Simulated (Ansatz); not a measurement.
# What RbVS3 (model cell, started as cubic perovskite with V in the octahedra) distorts into, part 3 of 3

Aim: this structure of RbVS3 (model cell, started as cubic perovskite with V in the octahedra) is to be tested for unstable modes, and one is followed downhill.

Ansatz 0.2.0; DFT PBEsol, scalar-relativistic, plane waves, PAW; PAW set soft_1.

So far. Step 4 (The mode frozen in, largest atomic shift 0.08 Å): The run ends at a pressure of 0.34 GPa, with forces up to 0.081 eV/Å. Step 5 (Energy along the mode, all amplitudes (two of the runs …): The lowest of the steps tried is at 0.08 Å, 3.59 meV/atom below the parent; the bottom of the well need not coincide with a step.

The structure was built from a prototype and need not be the compound's stable phase.

### 7. The new phase in its own primitive cell

The relaxed structure is symmetrised, reduced to its primitive cell and relaxed tightly, as its phonons need.

Input file input.yaml:

```yaml
crystal:
  lattice:
    - [-3.2857313863, 3.2857313863, 4.667266874]
    - [3.2857313863, -3.2857313863, 4.667266874]
    - [3.2857313863, 3.2857313863, -4.667266874]
  atoms:
    - { symbol: Rb, position: [0.75, 0.25, 0.5] }
    - { symbol: Rb, position: [0.25, 0.75, 0.5] }
    - { symbol: V, position: [0.0, 0.0, 0.0] }
    - { symbol: V, position: [0.5, 0.5, 0.0] }
    - { symbol: S, position: [0.755376065, 0.244623935, 0.0] }
    - { symbol: S, position: [0.244623935, 0.755376065, 0.0] }
    - { symbol: S, position: [0.7391868852, 0.7391868852, 0.0] }
    - { symbol: S, position: [0.2608131148, 0.2608131148, 0.0] }
    - { symbol: S, position: [0.244623935, 0.244623935, 0.4892478699] }
    - { symbol: S, position: [0.755376065, 0.755376065, 0.5107521301] }
kpoints:
  mp_grid: { grid: [8, 8, 8] }
hamiltonian:
  xc: pbesol
  pseudopotentials: { kind: paw, azcp: { folder: soft_1 }, xc_functional: pbe }
scf:
  occupations: { method: methfessel_paxton, width: 0.2 }
output:
  forces: true
  stress: true
  eigenvalues: true
relax:
  adjacent_minimum: "off"
  f_tol: 0.001
  max_steps: 60
  cell: { stress_tol: 0.01 }
```

On the command line:

```console
> ansatz run input.yaml --threads 4 --pin off --max-ram 16384MiB --backend cpu --events-out ev --progress --plain --runs-dir out
```

Numbers of over 12 decimals in the logs are rounded to 6 here.

Output:

```text
[...]
Crystal: 10 atoms, lattice volume = 201.552 Å³
Basis set: ecut = 420 eV, 3847 PW (Γ), exchange–correlation on 90×90×90 points (8 copies of the dense FFT grid, shifted against one another)
Bands: 50, of which v1, the nominal top of the filled ones, is band 40 counted from 1 (39 counted from 0)
Symmetry: 16 space group operations
[...]
k-points: 59 of 512
[...]
- { symbol: Rb, position: [0.25, 0.75, 0.500000] }
    - { symbol: V, position: [0, 0, 0] }
    - { symbol: V, position: [0.5, 0.5, 0] }
    - { symbol: S, position: [0.755360, 0.244640, 0.0] }
    - { symbol: S, position: [0.244640, 0.755360, 0.0] }
    - { symbol: S, position: [0.739220, 0.739220, 0] }
    - { symbol: S, position: [0.260780, 0.260780, 0] }
    - { symbol: S, position: [0.244640, 0.244640, 0.489281] }
    - { symbol: S, position: [0.755360, 0.755360, 0.510719] }
[key lines of the parts left out:]
SCF converged after 7 iterations
Free energy (F): -17521.707540 eV
Fermi energy:    7.765139 eV
P = ⅓ Tr σ = 0.0003 GPa (0.003 kbar)
```

The job ended after 38 s (4 threads of Arm Neoverse V1, shared host; peak memory 0.81 GiB).

Little changed from the start: no atom moved by 0.005 Å and no cell edge by 0.1 %.

Numbers from this step:

| Item | Value |
| --- | --- |
| pressure | 2.97e-4 GPa |
| volume per atom | 20.15 Å³ |

The largest force component left is 0.39 meV/Å and the pressure is 0.000 GPa, within the tolerances set. The cell now holds 20.15 Å³/atom.

### 8. Modes of the new phase

A relaxed structure may still be a saddle point, so its zone-centre modes are computed. No field response is asked, since the mesh shows no gap.

Input file input.yaml:

```yaml
crystal:
  lattice:
    - [-3.2857331298, 3.2857331298, 4.6671209651]
    - [3.2857331298, -3.2857331298, 4.6671209651]
    - [3.2857331298, 3.2857331298, -4.6671209651]
  atoms:
    - { symbol: Rb, position: [0.75, 0.25, 0.5] }
    - { symbol: Rb, position: [0.25, 0.75, 0.5] }
    - { symbol: V, position: [0.0, 0.0, 0.0] }
    - { symbol: V, position: [0.5, 0.5, 0.0] }
    - { symbol: S, position: [0.7553596564, 0.2446403436, 0.0] }
    - { symbol: S, position: [0.2446403436, 0.7553596564, 0.0] }
    - { symbol: S, position: [0.7392200344, 0.7392200344, 0.0] }
    - { symbol: S, position: [0.2607799656, 0.2607799656, 0.0] }
    - { symbol: S, position: [0.2446403436, 0.2446403436, 0.4892806872] }
    - { symbol: S, position: [0.7553596564, 0.7553596564, 0.5107193128] }
kpoints:
  mp_grid: { grid: [8, 8, 8] }
hamiltonian:
  xc: pbesol
  pseudopotentials: { kind: paw, azcp: { folder: soft_1 }, xc_functional: pbe }
scf:
  occupations: { method: methfessel_paxton, width: 0.2 }
output:
  eigenvalues: true
phonons:
  method: dfpt
```

Output:

```text
[...]
Crystal: 10 atoms, lattice volume = 201.546 Å³
Basis set: ecut = 420 eV, 3847 PW (Γ), exchange–correlation on 90×90×90 points (8 copies of the dense FFT grid, shifted against one another)
Bands: 50, of which v1, the nominal top of the filled ones, is band 40 counted from 1 (39 counted from 0)
Symmetry: 16 space group operations
k-points: 260 of 512 (irreducible under 1 space group operation, time reversal used)
[...]
SCF iter   1: F=—  HF=-17522.767455 eV  |F-HF|=—  |Δ(HF+E_count)|=         —  Δρ=3.22e-2  dr2=3.17e0  ethr=3.10e-3  ⟨swp⟩=8.9  Hψ=57441  notcnv=0
[...]
SCF iter  12: F=-17521.707540 eV  HF=-17521.707540 eV  |F-HF|=0.00e0  |Δ(HF+E_count)|=  2.91e-11  S|Δr|=    0.00e0  Δρ=5.20e-8  dr2=4.99e-12  ethr=1.00e-12  ⟨swp⟩=6.6  Hψ=63306  notcnv=0
SCF 1 converged in 12 iterations: F = -17521.707540 eV  dr2 = 4.99e-12
[...]
DFPT response loops at Γ: preconditioner auto → Kerker (q_TF=auto, 2.339 Å⁻¹) (partly filled bands, converged f_vac=0.000); β = 1.00, the filter's whole step (`scf.mixing.beta` (0.50) is not read by the response loops under this deck's `scf.mixing.preconditioner`; to damp them name `kerker` or `kerker_dos`, under which they read `scf.mixing.beta`, and type it under 1.00, their step now; both keys bind the ground state too); Broyden in place of MSR1
SCF converged after 12 iterations
[...]
Free energy (F): -17521.707540 eV
[...]
Internal energy: -17521.734801 eV  (E = F + TS)
E sigma→0 (E₀):  -17521.714355 eV
Entropy (-TS):   0.027261 eV (2.726 meV/atom)
Fermi energy:    7.765138 eV
[...]
--- Band table (eV; the first three rows and the last of 260) ---
  k-point 0: bands = [... 36 lower, 6.8264, 7.6093, 7.6302, 7.6302, 8.0911, 8.1362, 8.1382, 8.1777, ... 6 higher]
  k-point 1: bands = [... 36 lower, 7.0552, 7.0865, 7.6789, 7.8321, 7.8833, 8.0306, 8.1121, 8.1663, ... 6 higher]
  k-point 2: bands = [... 36 lower, 7.0870, 7.0954, 7.1873, 7.2349, 8.1296, 8.1394, 8.3204, 8.3349, ... 6 higher]
  k-point 259: bands = [... 36 lower, 6.0454, 6.8717, 7.0903, 7.0903, 8.0615, 8.1816, 8.7093, 8.7508, ... 6 higher]
--- Phonons (Γ-DFPT): 10 representative perturbations + reference, on 260 of 512 k-points (Σ response iterations 30) ---
  k mesh reduced under 1 symmetry operation, with k and −k counted as one. Each operation leaves every solved perturbation unchanged. A smaller set is not used because it would not reduce the number of displacements times k-points to solve
  ASR residual: 7.493e-5 → 0.000e0 eV/Å²; symmetrization residual: 3.025e-5 eV/Å²
  ASR residual per site (eV/Å²): 2.66e-5 2.66e-5 2.69e-5 3.92e-5 7.07e-5 7.07e-5 7.49e-5 7.49e-5 7.07e-5 7.07e-5
  Γ frequencies (cm⁻¹): -95.70 -71.12 -71.12 -68.00 0.00 0.00 0.00 88.26 88.85 88.85 102.29 108.40 108.40 117.00 122.80 122.80 158.02 158.02 158.86 194.70 198.06 198.06 241.16 241.16 244.60 253.22 311.52 311.52 337.96 420.80
  non-analytic LO–TO correction: not included (Born effective charges unavailable; polar crystals: no LO–TO splitting at Γ)
```

Elapsed: 16 min, on 4 threads; peak memory 7.4 GiB.

Numbers from this step:

```yaml
sum_rule_residual_before_enforcement: 7.49e-5 eV/Å²
point_group: 4/mmm
highest_optical_mode_at_the_zone_centre_no_lo_to_term: 420.8 cm⁻¹
lowest_optical_zone_centre_mode: -95.7 cm⁻¹
```

Patterns of degenerate modes are one choice out of their space. Modes at Γ, with each element's share of the kinetic energy (negative means imaginary):

| mode | frequency (cm⁻¹) | symmetry | Rb % | V % | S % |
| --- | --- | --- | --- | --- | --- |
| 1 | -95.7 | B2g | 0 | 0 | 100 |
| 2 | -71.1 | Eu | 4 | 76 | 20 |
| 3 | -71.1 | Eu | 4 | 76 | 20 |
| 4 | -68.0 | A2u | 3 | 81 | 17 |
| 5 | 0.0 | acoustic | 37 | 22 | 41 |
| 6 | 0.0 | acoustic | 37 | 22 | 41 |
| 7 | 0.0 | acoustic | 37 | 22 | 41 |
| 8 | 88.3 | B1g | 96 | 0 | 4 |
| 9 | 88.8 | Eg | 95 | 0 | 5 |
| 10 | 88.8 | Eg | 95 | 0 | 5 |
| 11 | 102.3 | A2g | 0 | 0 | 100 |
| 12 | 108.4 | Eg | 0 | 0 | 100 |
| 13 | 108.4 | Eg | 0 | 0 | 100 |
| 14 | 117.0 | A2u | 58 | 12 | 30 |
| 15 | 122.8 | Eu | 58 | 5 | 38 |
| 16 | 122.8 | Eu | 58 | 5 | 38 |
| 17 | 158.0 | Eu | 1 | 1 | 99 |
| 18 | 158.0 | Eu | 1 | 1 | 99 |
| 19 | 158.9 | B1u | 0 | 0 | 100 |
| 20 | 194.7 | A2u | 3 | 56 | 42 |
| 21 | 198.1 | Eu | 1 | 84 | 15 |
| 22 | 198.1 | Eu | 1 | 84 | 15 |
| 23 | 241.2 | Eg | 4 | 0 | 96 |
| 24 | 241.2 | Eg | 4 | 0 | 96 |
| 25 | 244.6 | B1g | 4 | 0 | 96 |
| 26 | 253.2 | A1g | 0 | 0 | 100 |
| 27 | 311.5 | Eu | 0 | 13 | 87 |
| 28 | 311.5 | Eu | 0 | 13 | 87 |
| 29 | 338.0 | A2u | 0 | 30 | 70 |
| 30 | 420.8 | A1g | 0 | 0 | 100 |

Displacements in mode 1 (-95.7 cm⁻¹), the largest set to 1:
```
Rb1  0.00  0.00  0.00
Rb2  0.00  0.00  0.00
V3   0.00  0.00  0.00
V4   0.00  0.00  0.00
S5   1.00 -1.00  0.00
S6  -1.00  1.00  0.00
S7   0.00  0.00  0.00
S8   0.00  0.00  0.00
S9  -1.00 -1.00  0.00
S10  1.00  1.00  0.00
```

Displacements in mode 27 (311.5 cm⁻¹), the largest set to 1:
```
Rb1  0.00  0.05  0.00
Rb2  0.00  0.05  0.00
V3  -0.01 -0.66  0.00
V4   0.00  0.19  0.00
S5  -0.99  0.39  0.00
S6  -0.99  0.39  0.00
S7  -0.01 -0.55  0.00
S8  -0.01 -0.55  0.00
S9   1.00  0.41  0.00
S10  1.00  0.41  0.00
```

Before it was imposed, the acoustic sum rule was missed by 7.5e-5 eV/Å². Small misses are needed for a sound result but don't prove that mesh and cutoff are converged. The lowest optical mode is imaginary, 95.7i cm⁻¹, so the energy falls along it.

### 9. What came out

```
unstable mode of the parent                                                      : q = (-0.5, -0.5, -0.5), 248i cm⁻¹
depth at the lowest point sampled                                                : 3.59 meV/atom
largest atomic shift at that point                                               : 0.08 Å
space group reached (within 0.01 Å)                                              : I4/mmm
energy gained over the parent (first relaxation, on the mesh of the frozen mode) : 4.08 meV/atom
volume per atom, phase reached                                                   : 20.2 Å³
lowest optical zone-centre mode, phase reached                                   : -95.7 cm⁻¹
highest optical mode at the zone centre (no LO-TO term), phase reached           : 421 cm⁻¹
```

**Reading.** Along this mode the structure falls into I4/mmm, 4.08 meV/atom below the parent. At the parent's cell the well is 3.589 meV/atom deep on the steps tried, with its lowest point at a shift of 0.08 Å. Relaxing atoms and cell changes the gain by +0.49 meV/atom against the lowest step (energies at zero smearing). The new phase still has an imaginary mode at the zone centre of its cell, so it is a saddle point on the way to a lower structure. Of the 4 patterns followed to their end from this parent, this one ends 0.380 meV/atom above the lowest, I4/mcm. Another end point lies within 1 meV/atom; how such a difference moves with mesh and cutoff was not tested. Each path keeps the symmetry of its pattern, so a lower phase may lie along a pattern not tried. With no gap, or one that is small against the smearing, the frequencies hang on the k mesh and the smearing, most of all near Kohn anomalies. The phonon runs are without spin polarisation, although V often carries a moment. The PAW files were made for PBE and serve the other functionals too. A phonon run warned that its eigensolver left some bands unconverged in a pass. The starting cell was built on a prototype and not taken from a measurement, so the phase need not exist.

[Logs are printed without paths, hosts, clocks, repeated set-up lines and the standing remarks that a program may print on its own settings, such as how far it seeks lower states.]

[Hosts, paths, dates, database ids (printed as entryN), source tags and the programs' standing remarks are cut or masked in the printed files.]
